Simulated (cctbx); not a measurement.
**Reading a Patterson map**

Space group P6_3/mmc (no. 194), a = 3.9000 Å, b = 3.9000 Å, c = 14.4080 Å, α = 90.00°, β = 90.00°, γ = 120.00°, content Tl2 Au2 S4.

Simulated single-crystal data (cctbx): Mo Kα, λ = 0.71073 Å, to d = 0.6 Å, 80 % of the full sphere, strongest reflection 70000 counts, noise from counting, a 6 % proportional error and a noise floor of 8 counts (s.d.); no absorption, some extinction.

Patterson synthesis from sharpened amplitudes, origin scaled to 1000:

```text
Patterson group P 6/m m m
      u       v       w   height  length (A)
  0.000   0.000   0.000   1000.0     0.00
  0.000   0.000   0.500    491.9     7.20
  0.333   0.667   0.250    471.2     4.25
  0.333   0.667   0.500    234.2     7.55
  0.000   0.000   0.161    124.7     2.31
  0.333   0.667   0.410     62.6     6.32
  0.333   0.667   0.090     61.9     2.60
  0.333   0.667   0.340     57.6     5.40
  0.124   0.248   0.000     37.8     0.84
  0.101   0.203   0.036     37.3     0.86
  0.000   0.000   0.061     37.1     0.88
  0.000   0.220   0.000     34.4     0.86
  0.097   0.548   0.229     28.1     3.84
  0.239   0.478   0.207     25.7     3.40
```

Q: Assign the vectors.

A peak at u stands for all pairs with xi − xj = u, with weight Σ ZiZj against Σ Z² = 26628 at the origin. Peak heights follow these weights only roughly, since form factors, motion and series ripples differ, all vectors within 0.55 Å of a peak are counted as merged into it though the farther ones add only part of their weight, and F(000) is left out, which lowers the whole map:

| u | v | w | shortest length (Å) | height | 1000 ΣZiZj/ΣZ² | pairs in the cell |
| --- | --- | --- | --- | --- | --- | --- |
| 0.000 | 0.000 | 0.500 | 7.20 | 492 | 493 | 2 × Tl–Tl |
| 0.333 | 0.667 | 0.250 | 4.25 | 471 | 481 | 2 × Tl–Au |
| 0.333 | 0.667 | 0.500 | 7.55 | 234 | 254 | 1 × Au–Au, 2 × S–S |
| 0.000 | 0.000 | 0.161 | 2.32 | 125 | 190 | 4 × Au–S |
| 0.333 | 0.667 | 0.410 | 6.32 | 63 | 97 | 2 × Tl–S |
| 0.333 | 0.667 | 0.090 | 2.60 | 62 | 97 | 2 × Tl–S |
| 0.333 | 0.667 | 0.340 | 5.39 | 58 | 95 | 2 × Au–S |

The table stops at ten peaks or at a height of 45, below which ripples compete. In the model behind the data Tl, the heaviest element, has 1 independent site: (0, 0, 1/2), up to an allowed shift of origin; the Tl–Tl vectors are differences of these positions and their symmetry mates. Elements of similar Z can't be told apart from the map alone. The whole model:

```
atom  mult.    x    y       z  Ueq (Å²)
 Tl1      2    0    0     1/2    0.0036
 Au1      2  1/3  2/3     1/4    0.0037
  S1      4  1/3  2/3  0.4134    0.0077
```

The model was made for the exercise: a known structure type with other elements put in, its volume estimated, not relaxed; displacement parameters are assumed.

[Logs are printed without paths, hosts, clocks, repeated set-up lines and the standing remarks that a program may print on its own settings, such as how far it seeks lower states.]
